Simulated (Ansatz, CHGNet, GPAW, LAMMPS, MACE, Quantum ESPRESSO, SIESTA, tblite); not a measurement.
# GPAW runs on amorphous 29Ga2O3-71GeO2 (mol %) (86 atoms)

Aim: run amorphous 29Ga2O3-71GeO2 (mol %) (86 atoms) in GPAW and see how near its forces come to a plane-wave reference, and at what cost.

Method: the method is named at each step, in GPAW 26.7.0.

**1. Set-up**

The cell holds 86 atoms: 14 Ga, 17 Ge and 55 O. Cell: a = 10.359 Å, b = 10.359 Å, c = 10.359 Å, α = 90.0°, β = 90.0°, γ = 90.0°. 86 atoms (14 Fe, 17 Ge, 55 O) placed at random at 4.41 g/cm³, melted at 5000 K for 10 ps at fixed volume with the Morse and Coulomb pair potential with partial charges (Pedone, Malavasi, Menziani, Cormack and Segre, J. Phys. Chem. B 110, 11780 (2006)). Quenched from 5000 K to 300 K at 100 K/ps and fixed volume, held 5 ps, then minimised at fixed cell. Then Fe was replaced by Ga and the cell scaled by 1.006 (the potential has no terms for the new elements, so the cell is a start for a DFT relaxation).

The yardstick, on the same geometry:

- method: Kohn-Sham DFT, PBE, PAW, plane waves (Ansatz 0.2.0); cutoff 420 eV, Γ point, fermi-dirac smearing of 0.05 eV; PAW set soft_2
- r.m.s. force component: 0.8952 eV/Å
- longest force: 2.886 eV/Å
- pressure: -2.014 GPa
- gap (highest filled to lowest empty level): 0.6548 eV
- SCF cycles: 10
- time: 24 s on 4 threads of Arm Neoverse V1, shared host
- CPU time: 93 s

**2. PBE, LCAO dzp, h 0.18 Å**

Method: Kohn-Sham DFT, PBE, PAW, atomic orbitals (dzp).

The input, run.py:

```python
import numpy as np
from ase.io import read
from gpaw import GPAW, FermiDirac

atoms = read("structure.xyz")
atoms.calc = GPAW(
    mode="lcao",
    basis="dzp",
    h=0.18,
    xc="PBE",
    kpts={"size": (1, 1, 1), "gamma": True},
    occupations=FermiDirac(0.05),
    maxiter=200,
    symmetry={"point_group": False},
    txt="gpaw.txt",
)
energy = atoms.get_potential_energy(force_consistent=True)
forces = atoms.get_forces()
print(f"energy {energy:.6f} eV")
print("forces (eV/A)")
for i, (a, f) in enumerate(zip(atoms, forces)):
    print(f"{i:4d} {a.symbol:2s} {f[0]:10.5f} {f[1]:10.5f} {f[2]:10.5f}")
print(f"Fermi level {atoms.calc.get_fermi_level():.4f} eV")
for k in range(len(atoms.calc.get_ibz_k_points())):
    for s in range(atoms.calc.get_number_of_spins()):
        e = atoms.calc.get_eigenvalues(kpt=k, spin=s)
        n = np.searchsorted(e, atoms.calc.get_fermi_level())
        print(f"k {k} spin {s} levels about the Fermi level:", np.round(e[max(n - 6, 0):n], 4).tolist(), "|", np.round(e[n:n + 6], 4).tolist())
```

The input, structure.xyz:

```xyz
86
Lattice="10.35908 0.00000 0.00000 0.00000 10.35908 0.00000 0.00000 0.00000 10.35908" Properties=species:S:1:pos:R:3 pbc="T T T"
Ga 4.58265 4.49688 6.28361
Ga 9.05757 1.92265 7.59424
Ga 6.08855 2.28480 7.18133
Ga 5.42515 9.72542 2.42413
Ga 8.02622 5.56946 6.76293
Ga 0.69188 10.25466 7.47097
Ga 3.19443 7.56244 8.00788
Ga 3.93200 3.16573 0.72006
Ga 3.63448 6.72377 1.87023
Ga 9.73795 9.22176 2.09606
Ga 6.80001 0.23370 4.98707
Ga 0.69996 7.53613 9.85874
Ga 4.82132 3.40140 3.33884
Ga 2.54305 9.68543 0.17072
Ge 0.30435 4.71929 1.32006
Ge 8.06372 8.75964 7.62770
Ge 0.64454 4.99795 8.30954
Ge 4.62668 7.44704 5.24252
Ge 3.72823 0.07251 6.21980
Ge 5.50917 8.62590 9.95394
Ge 2.76981 2.38549 8.23661
Ge 0.02942 2.03566 4.50796
Ge 7.33630 5.31825 1.93311
Ge 5.56977 5.33327 9.31903
Ge 6.95053 1.35248 0.11271
Ge 7.43958 7.81675 4.30161
Ge 0.37313 7.72622 4.89632
Ge 10.35152 1.50890 0.31429
Ge 7.46817 3.16190 4.47129
Ge 2.63670 0.82220 3.04391
Ge 1.90856 4.91859 4.15233
O 9.03540 7.28119 4.89757
O 1.23605 6.23606 5.02788
O 7.53965 9.13785 5.99552
O 2.58604 0.86105 7.29611
O 2.36425 7.58658 0.57679
O 0.56001 8.41623 3.32609
O 4.93248 6.95467 9.12314
O 4.25489 2.87516 7.41648
O 3.37229 2.31567 2.48442
O 9.65901 8.13157 0.56374
O 5.34756 0.60559 6.43475
O 3.28621 0.50055 4.62388
O 9.47908 4.33082 7.80847
O 3.43942 10.08653 1.96999
O 6.67684 5.36414 0.30083
O 9.04845 5.00333 1.79823
O 4.00782 6.25046 6.53544
O 9.12490 10.07503 7.89994
O 2.94996 1.87634 9.87189
O 0.97355 1.03435 3.46667
O 5.80761 3.34401 5.22885
O 1.54412 5.22843 2.43356
O 0.77994 8.90860 6.07539
O 0.81857 0.11975 0.90197
O 0.45994 5.37067 10.06374
[... 26 atom lines left out ...]
O 0.86768 3.53928 4.43058
O 0.16367 1.66097 8.95833
O 4.05061 9.35363 9.32991
O 8.05667 9.29261 3.31014
```

Started as:

```sh
$ OMP_NUM_THREADS=1 python run.py > output.txt
```

Log:

```text
energy -478.572311 eV
forces (eV/A)
   0 Ga   -0.00277    0.02512    0.22095
   1 Ga   -0.36558   -0.28682    0.33587
   2 Ga   -0.20949   -0.66736    0.62026
   3 Ga    0.67331    0.22142    0.29388
   4 Ga   -0.26620    0.61909    0.81817
   5 Ga   -0.77923   -1.00375   -0.62784
   6 Ga    0.87821   -0.03887    0.46061
   7 Ga    0.47159    0.36353   -1.01473
   8 Ga    0.22671   -0.05424   -0.01907
   9 Ga   -0.50989   -1.04218    0.83264
  10 Ga   -0.33527   -0.42477   -0.09705
  11 Ga    0.16304   -0.47313    0.51488
  12 Ga   -0.35611    0.48747    0.30136
  13 Ga    0.16472   -0.78867    0.09940
  14 Ge   -0.65228   -0.93196    0.40302
  15 Ge   -0.52326   -0.83446   -0.88135
  16 Ge   -0.54834   -0.87033    0.12151
  17 Ge    1.51459   -0.18886   -1.04419
  18 Ge    0.32889    0.98815   -0.83390
  19 Ge    1.04746   -0.66301    0.18921
  20 Ge    0.16523    0.40561    1.05693
  21 Ge    0.51132    1.11621    0.42463
  22 Ge   -0.20641    0.90118   -0.21571
  23 Ge    0.17111   -0.86739    0.50288
[...]
78 O    -0.67638   -2.07225    1.08599
  79 O     2.26367   -0.98490    0.75398
  80 O    -0.07014   -0.36359    0.66785
  81 O    -0.70819   -1.15936   -2.43496
  82 O    -0.06193    0.89506    0.43720
  83 O     0.57868    0.13433   -3.85766
  84 O    -2.15136    0.94850   -1.70402
  85 O    -0.11817    1.11648   -0.80607
Fermi level 3.9160 eV
k 0 spin 0 levels about the Fermi level: [3.2948, 3.3375, 3.3684, 3.4349, 3.4897, 3.6651] | [4.1647, 5.7785, 6.1503, 6.287, 6.6424, 6.7389]
```

gpaw.txt:

```text
Input parameters:
  mode=LCAO(),
  basis={'default': 'dzp'},
  h=0.18,
  kpts=MonkhorstPack(size=(1, 1, 1), gamma=True),
  maxiter=200,
  occupations=Occupations(name='fermi-dirac', width=0.05, fixmagmom=False),
  symmetry=Symmetry(point_group=False),
  xc=XC(name='PBE')
Unit cell  # Å
| periodic |         x |         y |         z |   lengths |    angles |
|----------|-----------|-----------|-----------|-----------|-----------|
|      yes | 10.359080 |  0.000000 |  0.000000 | 10.359080 | 90.000000 |
|      yes |  0.000000 | 10.359080 |  0.000000 | 10.359080 | 90.000000 |
|      yes |  0.000000 |  0.000000 | 10.359080 | 10.359080 | 90.000000 |
Number of symmetries: 1
Symmetry operations  # r_c * U_cc + t_c -> r_c
|   | kind |            matrix            |
|---|------|------------------------------|
| 0 |  E   |  1, 0, 0,  0, 1, 0,  0, 0, 1 |
BZ-sampling:
  Number of BZ points: 1
  Number of IBZ points: 1
  Monkhorst-Pack size: [1, 1, 1]
  Monkhorst-Pack shift: [0, 0, 0]
[... lines left out ...]
  Fermi-Dirac:
[... lines left out ...]
    Stencil: 6*3+1=19 point O(h^6) finite-difference Laplacian
xc functional:
  name: PBE with 2 nearest neighbor stencil
interpolation: tri-quintic # 5. degree polynomial
Initialization done in: 9.515 s
convergence criteria:
- Maximum [total energy] change in last 3 cyles: 0.0005 eV / valence electron
- Maximum integral of absolute [dens]ity change: 0.0001 electrons / valence electron
- Maximum integral of absolute [eigenst]ate change: 4e-08 eV^2 / valence electron
maximum number of iterations: 200
SCF iterations
|iter     |      energy | eigst |  dens |
|---------|-------------|-------|-------|
|iter:   1| -543.128563 |      c|       |
|iter:   2| -527.031320 |      c| -0.74 |
|iter:   3| -479.615827 |      c| -0.79 |
|iter:   4| -478.877244 |      c| -1.41 |
|iter:   5| -479.099659 |      c| -1.69 |
|iter:   6| -478.693720 |      c| -1.99 |
|iter:   7| -478.625443 |      c| -2.37 |
|iter:   8| -478.587451c|      c| -2.64 |
|iter:   9| -478.575663c|      c| -2.94 |
|iter:  10| -478.570318c|      c| -3.17 |
|iter:  11| -478.568626c|      c| -3.53 |
|iter:  12| -478.568409c|      c| -3.89 |
|iter:  13| -478.568130c|      c| -4.21c|
Converged in 13 steps
SCF loop duration: 165.993 s (12.769 s/step)
Energy contributions relative to reference atoms: (reference = -1823292.121461)
Energy contributions:
  Kinetic:        1218.424261
  Coulomb:       -1078.016221
  Zero:             18.058113
  External:          0.000000
  Xc:             -637.030103
  Entropy:          -0.008363
  Spinorbit:         0.000000
  ----------------------------
  Free energy:    -478.572311
  Extrapolated:   -478.568130
dipole moment: (-119.810645, -1.607168, -58.387376)  # |e|*Ang
Fermi level: 3.916
Eigenvalues  # (at kpt = [0.000, 0.000, 0.000])
| band index |      eig [eV] | occ [0-2] |
|------------|---------------|-----------|
|          0 |       -17.055 |     2.000 |
|        ... |               |           |
|        212 |         3.155 |     2.000 |
|        213 |         3.229 |     2.000 |
[...]
|        227 |         6.967 |     0.000 |
|        ... |               |           |
|        267 |        11.336 |     0.000 |
Gap: 0.500 eV
Transition (v -> c):
  (s=0, k=0, n=219, [0.00, 0.00, 0.00]) -> (s=0, k=0, n=220, [0.00, 0.00, 0.00])
No difference between direct/indirect transitions
Force computation time: 31.813  # s
timing:  # [seconds]
  Total:  207.346  # ━━━━━━━━━━━━━━━━━━━━━━━━━━━━━━━━━━━━━━━━━━━━━━━━━━━━━━━━
  Init:     9.514  # ━━╸
  SCF:    165.993  # ━━━━━━━━━━━━━━━━━━━━━━━━━━━━━━━━━━━━━━━━━━━━━
  Forces:  31.813  # ━━━━━━━━╸
```

It took 3.5 min on 1 thread of Arm Neoverse V1, shared host; peak memory 1.5 GiB.

Banners and routine set-up lines are dropped from the logs; longer cuts are marked.

Numbers from this run, and their distance from the reference:

* r.m.s. force component: 1.121 eV/Å
* r.m.s. difference of force components: 383.4 meV/Å
* longest difference of force vectors: 1184 meV/Å
* force difference over r.m.s. force: 42.82 %
* slope of forces against the reference's: 1.192
* correlation of force components: 0.952
* gap (highest filled to lowest empty level): 0.4996 eV
* gap difference: -0.1552 eV

This run lies far from the reference at the same functional. Basis and potentials both differ; the latter hold 440 valence electrons against the reference's 750.

Length of the force difference by element (eV/Å):

```csv
element,atoms,mean,most
Ga,14,0.52,1.2
Ge,17,0.34,0.69
O,55,0.70,1.2
```

Levels nearest the highest filled one (eV from it): -0.37, -0.33, -0.30, -0.23, -0.18, 0.00, 0.50, 2.11, 2.49, 2.62, 2.98, 3.07.

The surroundings of O84, which bears the longest force, nearest first, numbered as they follow in the input and with coordinates relative to it.

```csv
atom,x,y,z,distance (Å),bonds,Fx,Fy,Fz (eV/Å)
O84,0.00,0.00,0.00,0.00,3,0.58,0.13,-3.86
Ge28,-0.17,-0.15,1.72,1.73,4,-0.88,1.03,-0.35
Ga2,-1.47,0.26,-1.36,2.02,5,-0.37,-0.29,0.34
Ga6,0.53,-1.77,-1.49,2.37,6,-0.78,-1.00,-0.63
O49,-1.40,-1.95,-1.06,2.62,3,2.04,2.91,1.00
O66,-1.89,-0.38,1.99,2.77,2,-0.51,-0.59,1.54
O61,0.32,1.35,2.41,2.78,2,1.42,-0.29,0.95
Ge21,2.61,0.72,-0.72,2.80,4,0.17,0.41,1.06
O71,-0.15,-0.18,-2.81,2.82,3,0.12,-1.01,3.39
```

Atoms are counted from 1 here, from 0 in the log.

Forces lie 43 % from the reference's, at 2.2 times its CPU time (on 1 against 4 cores).

The forces add up to 0.52 eV/Å instead of zero, usually a sign of too coarse a grid.

**3. PBE, LCAO sz(dzp), h 0.18 Å**

Method: Kohn-Sham DFT, PBE, PAW, atomic orbitals (sz(dzp)).

Edit run.py of step 2 so:

```diff
@@ -7,3 +7,3 @@
     mode="lcao",
-    basis="dzp",
+    basis="sz(dzp)",
     h=0.18,
```

structure.xyz is that of step 2.

Log:

```text
energy -420.014265 eV
forces (eV/A)
   0 Ga   -0.07057   -0.19029    0.25921
   1 Ga   -0.32237   -0.16625    0.42677
   2 Ga   -0.55958   -0.61146    0.77574
   3 Ga    0.58230    0.10705   -0.16239
   4 Ga   -0.17999    0.51230    0.70981
   5 Ga   -0.39616   -0.55624   -0.78974
[...]
83 O     0.64490   -0.04126   -4.56471
  84 O    -2.83237    0.99483   -1.93904
  85 O     0.02020    1.64631   -1.10951
Fermi level 4.5515 eV
k 0 spin 0 levels about the Fermi level: [4.1683, 4.1884, 4.2066, 4.2439, 4.3388, 4.4056] | [4.6809, 6.6146, 6.9392, 6.967, 7.2588, 7.4064]
```

gpaw.txt:

```text
Input parameters:
  mode=LCAO(),
  basis={'default': 'sz(dzp)'},
  h=0.18,
  kpts=MonkhorstPack(size=(1, 1, 1), gamma=True),
  maxiter=200,
  occupations=Occupations(name='fermi-dirac', width=0.05, fixmagmom=False),
[... lines left out ...]
  Fermi-Dirac:
[... lines left out ...]
convergence criteria:
- Maximum [total energy] change in last 3 cyles: 0.0005 eV / valence electron
[... lines left out ...]
Converged in 15 steps
[... lines left out ...]
  Free energy:    -420.014265
[... lines left out ...]
Fermi level: 4.551
[... lines left out ...]
|        ... |               |           |
|        267 |        12.402 |     0.000 |
Gap: 0.275 eV
Transition (v -> c):
  (s=0, k=0, n=219, [0.00, 0.00, 0.00]) -> (s=0, k=0, n=220, [0.00, 0.00, 0.00])
No difference between direct/indirect transitions
Force computation time: 6.052  # s
timing:  # [seconds]
  Total:  65.358  # ━━━━━━━━━━━━━━━━━━━━━━━━━━━━━━━━━━━━━━━━━━━━━━━━━━━━━━━━━
  Init:    7.458  # ━━━━━━╸
  SCF:    51.822  # ━━━━━━━━━━━━━━━━━━━━━━━━━━━━━━━━━━━━━━━━━━━━━
  Forces:  6.052  # ━━━━━╸
```

Run time: 67 s. Hardware: 1 thread; peak memory 1.1 GiB.

Against the reference:

| Property | Result |
| --- | --- |
| r.m.s. force component | 1.333 eV/Å |
| r.m.s. difference of force components | 646.8 meV/Å |
| longest difference of force vectors | 2539 meV/Å |
| force difference over r.m.s. force | 72.24 % |
| slope of forces against the reference's | 1.347 |
| correlation of force components | 0.905 |
| gap (highest filled to lowest empty level) | 0.2753 eV |
| gap difference | -0.3795 eV |

This is a coarse setting, run to see what it loses.

Against the first run (43 %), the force difference from the reference is 72 %, at 0.32 times the CPU time, with 344 basis functions against 1118: the smaller basis costs accuracy.

**4. PBE, LCAO szp(dzp), h 0.18 Å**

Method: Kohn-Sham DFT, PBE, PAW, atomic orbitals (szp(dzp)).

Edit run.py of step 3 so:

```diff
@@ -7,3 +7,3 @@
     mode="lcao",
-    basis="sz(dzp)",
+    basis="szp(dzp)",
     h=0.18,
```

structure.xyz is that of step 3.

Log:

```text
energy -451.472779 eV
forces (eV/A)
   0 Ga    0.00252    0.10612    0.30120
   1 Ga   -0.47127   -0.13512    0.39397
   2 Ga   -0.32879   -0.57504    0.66725
   3 Ga    0.73011    0.20907    0.18872
   4 Ga   -0.28887    0.78513    0.61976
   5 Ga   -0.61870   -0.90169   -0.72331
[...]
83 O     0.71492    0.07925   -3.97316
  84 O    -2.27130    0.97442   -1.89113
  85 O    -0.22370    1.39179   -0.94248
Fermi level 4.3129 eV
k 0 spin 0 levels about the Fermi level: [3.7798, 3.7851, 3.8159, 3.8942, 3.9394, 4.1085] | [4.5145, 6.1894, 6.564, 6.6733, 7.057, 7.1229]
```

gpaw.txt:

```text
Input parameters:
  mode=LCAO(),
  basis={'default': 'szp(dzp)'},
  h=0.18,
  kpts=MonkhorstPack(size=(1, 1, 1), gamma=True),
  maxiter=200,
  occupations=Occupations(name='fermi-dirac', width=0.05, fixmagmom=False),
[... lines left out ...]
  Fermi-Dirac:
[... lines left out ...]
convergence criteria:
- Maximum [total energy] change in last 3 cyles: 0.0005 eV / valence electron
[... lines left out ...]
Converged in 13 steps
[... lines left out ...]
  Free energy:    -451.472779
[... lines left out ...]
Fermi level: 4.313
[... lines left out ...]
|        ... |               |           |
|        267 |        11.775 |     0.000 |
Gap: 0.406 eV
Transition (v -> c):
  (s=0, k=0, n=219, [0.00, 0.00, 0.00]) -> (s=0, k=0, n=220, [0.00, 0.00, 0.00])
No difference between direct/indirect transitions
Force computation time: 22.635  # s
timing:  # [seconds]
  Total:  155.341  # ━━━━━━━━━━━━━━━━━━━━━━━━━━━━━━━━━━━━━━━━━━━━━━━━━━━━━━━━
  Init:     8.397  # ━━━
  SCF:    124.283  # ━━━━━━━━━━━━━━━━━━━━━━━━━━━━━━━━━━━━━━━━━━━━━
  Forces:  22.635  # ━━━━━━━━
```

The job ended after 2.6 min (1 thread; peak memory 1.4 GiB).

Compared with the plane-wave run:

| Property | Result |
| --- | --- |
| r.m.s. force component | 1.182 eV/Å |
| r.m.s. difference of force components | 450.5 meV/Å |
| longest difference of force vectors | 1475 meV/Å |
| force difference over r.m.s. force | 50.33 % |
| slope of forces against the reference's | 1.245 |
| correlation of force components | 0.9429 |
| gap (highest filled to lowest empty level) | 0.406 eV |
| gap difference | -0.2488 eV |

This is a coarse setting, run to see what it loses.

Against the first run (43 %), the force difference from the reference is 50 %, at 0.75 times the CPU time, with 774 basis functions against 1118: the smaller basis costs accuracy.

The forces add up to 0.56 eV/Å instead of zero, usually a sign of too coarse a grid.

**5. PBE, plane waves 550 eV**

Method: Kohn-Sham DFT, PBE, PAW, plane waves.

Edit run.py of step 4 so:

```diff
@@ -2,3 +2,4 @@
 from ase.io import read
-from gpaw import GPAW, FermiDirac
+from gpaw import GPAW, FermiDirac, PW
+from ase.parallel import parprint as print
 
@@ -6,5 +7,3 @@
 atoms.calc = GPAW(
-    mode="lcao",
-    basis="szp(dzp)",
-    h=0.18,
+    mode=PW(550),
     xc="PBE",
@@ -14,2 +13,3 @@
     symmetry={"point_group": False},
+    nbands=441,
     txt="gpaw.txt",
@@ -22,2 +22,6 @@
     print(f"{i:4d} {a.symbol:2s} {f[0]:10.5f} {f[1]:10.5f} {f[2]:10.5f}")
+stress = -atoms.get_stress(voigt=False) * 160.21766
+print("stress (GPa, compression positive)")
+for row in stress:
+    print(" ".join(f"{x:10.4f}" for x in row))
 print(f"Fermi level {atoms.calc.get_fermi_level():.4f} eV")
```

structure.xyz is that of step 4.

Started as:

```sh
$ OMP_NUM_THREADS=1 mpirun -np 2 gpaw python run.py > output.txt
```

Log:

```text
energy -516.085737 eV
forces (eV/A)
   0 Ga    0.00158   -0.16401    0.06904
   1 Ga   -0.20961   -0.61720    0.15317
   2 Ga   -0.17971   -0.88638    0.29855
   3 Ga    0.50909    0.19182    0.21307
   4 Ga   -0.11425    0.42980    0.68618
   5 Ga   -0.86271   -1.08595   -0.62139
   6 Ga    0.95504   -0.19959    0.26360
   7 Ga    0.79666    0.34709   -0.99710
   8 Ga    0.35152    0.01323    0.09960
   9 Ga   -0.26766   -1.54326    0.80946
  10 Ga   -0.52646   -0.53674    0.00971
  11 Ga    0.46584   -0.30403    0.65275
  12 Ga   -0.46104    0.72058    0.26486
  13 Ga    0.08896   -1.06744    0.03178
  14 Ge   -0.78417   -0.98407    0.26539
  15 Ge   -0.59742   -0.70222   -0.79784
  16 Ge   -0.38275   -0.86636    0.33584
  17 Ge    1.53471   -0.25058   -1.02957
  18 Ge    0.41048    0.96215   -1.04090
  19 Ge    0.73345   -0.53411    0.08788
  20 Ge    0.31510    0.45636    0.96910
  21 Ge    0.61899    1.17115    0.37171
  22 Ge    0.02439    0.88527   -0.05740
  23 Ge   -0.03962   -0.77577    0.55336
[...]
78 O    -0.58872   -1.79460    1.02326
  79 O     1.99594   -0.80750    0.65575
  80 O    -0.31621   -0.22118    0.73515
  81 O    -0.48508   -0.88103   -1.95658
  82 O    -0.04501    0.71393    0.35859
  83 O     0.17385    0.02782   -3.34030
  84 O    -1.93506    0.63523   -1.21080
  85 O     0.02178    0.88148   -0.78449
stress (GPa, compression positive)
   -7.1796    -0.6396    -0.6254
   -0.6396    -7.6377    -0.0387
   -0.6254    -0.0387    -8.9070
Fermi level 3.8505 eV
k 0 spin 0 levels about the Fermi level: [3.1695, 3.2116, 3.262, 3.3261, 3.378, 3.5518] | [4.147, 5.7337, 6.109, 6.2495, 6.6126, 6.7068]
```

gpaw.txt:

```text
Input parameters:
  mode=PW(ecut=550.0),
  kpts=MonkhorstPack(size=(1, 1, 1), gamma=True),
  maxiter=200,
  nbands=441,
  occupations=Occupations(name='fermi-dirac', width=0.05, fixmagmom=False),
  symmetry=Symmetry(point_group=False),
  xc=XC(name='PBE')
Diagonalizing LCAO Hamiltonian
Converting LCAO to pw mode
       .------------------------.
      /|                        |
[... lines left out ...]
  Converge bands: occupied
[... lines left out ...]
  Fermi-Dirac:
[... lines left out ...]
convergence criteria:
- Maximum [total energy] change in last 3 cyles: 0.0005 eV / valence electron
[... lines left out ...]
Converged in 12 steps
[... lines left out ...]
  Spinorbit:         0.000000
  ----------------------------
  Free energy:    -516.085737
  Extrapolated:   -516.083866
dipole moment: (-119.459968, -1.437289, -58.070664)  # |e|*Ang
Fermi level: 3.851
Eigenvalues  # (at kpt = [0.000, 0.000, 0.000])
| band index |      eig [eV] | occ [0-2] |
|------------|---------------|-----------|
|          0 |       -17.004 |     2.000 |
|        ... |               |           |
|        212 |         3.066 |     2.000 |
|        213 |         3.113 |     2.000 |
[...]
|        ... |               |           |
[...]
Gap: 0.595 eV
Transition (v -> c):
  (s=0, k=0, n=219, [0.00, 0.00, 0.00]) -> (s=0, k=0, n=220, [0.00, 0.00, 0.00])
No difference between direct/indirect transitions
Force computation time: 5.105  # s
Stress tensor  # eV/Ang^3
|        x |        y |        z |
|----------|----------|----------|
[...]
| 0.003992 | 0.047671 | 0.000242 |
| 0.003904 | 0.000242 | 0.055593 |
Stress computation time: 29.063  # s
```

Run time: 3.6 min. Hardware: 2 MPI ranks; peak memory 1.7 GiB.

Numbers from this run, and their distance from the reference:

```yaml
r_m_s_force_component: 0.9798 eV/Å
r_m_s_difference_of_force_components: 192.2 meV/Å
longest_difference_of_force_vectors: 679.7 meV/Å
force_difference_over_r_m_s_force: 21.47 %
slope_of_forces_against_the_reference_s: 1.076
correlation_of_force_components: 0.983
spacing_of_highest_filled_and_lowest_empty_level: 0.5952 eV
gap_difference: -0.0596 eV
pressure: -7.908 GPa
pressure_difference: -5.894 GPa
```

This run lies far from the reference at the same functional. Basis and potentials both differ; the latter hold 440 valence electrons against the reference's 750.

Against the first run (43 %), the force difference from the reference is 21 %, at 2.1 times the CPU time (on 2 against 1 cores).

The run ends at a pressure of -7.91 GPa, with forces up to 3.3 eV/Å.

(Part 1 of 2 ends here.)

[Long decimals in the printed logs are rounded to 6 places.]

[Also dropped from logs without a mark: lines with file paths, logging warnings of Python, QE's lines on negative density and diagonalisation, SIESTA's first energy breakdown, zero terms and Voronoi charges.]

[Logs are printed without paths, hosts, clocks, repeated set-up lines and the standing remarks that a program may print on its own settings, such as how far it seeks lower states.]

[Hosts, paths, dates, database ids (printed as entryN), source tags and the programs' standing remarks are cut or masked in the printed files.]

[Most failed runs of this program on this cell are left out, timed-out ones always.]
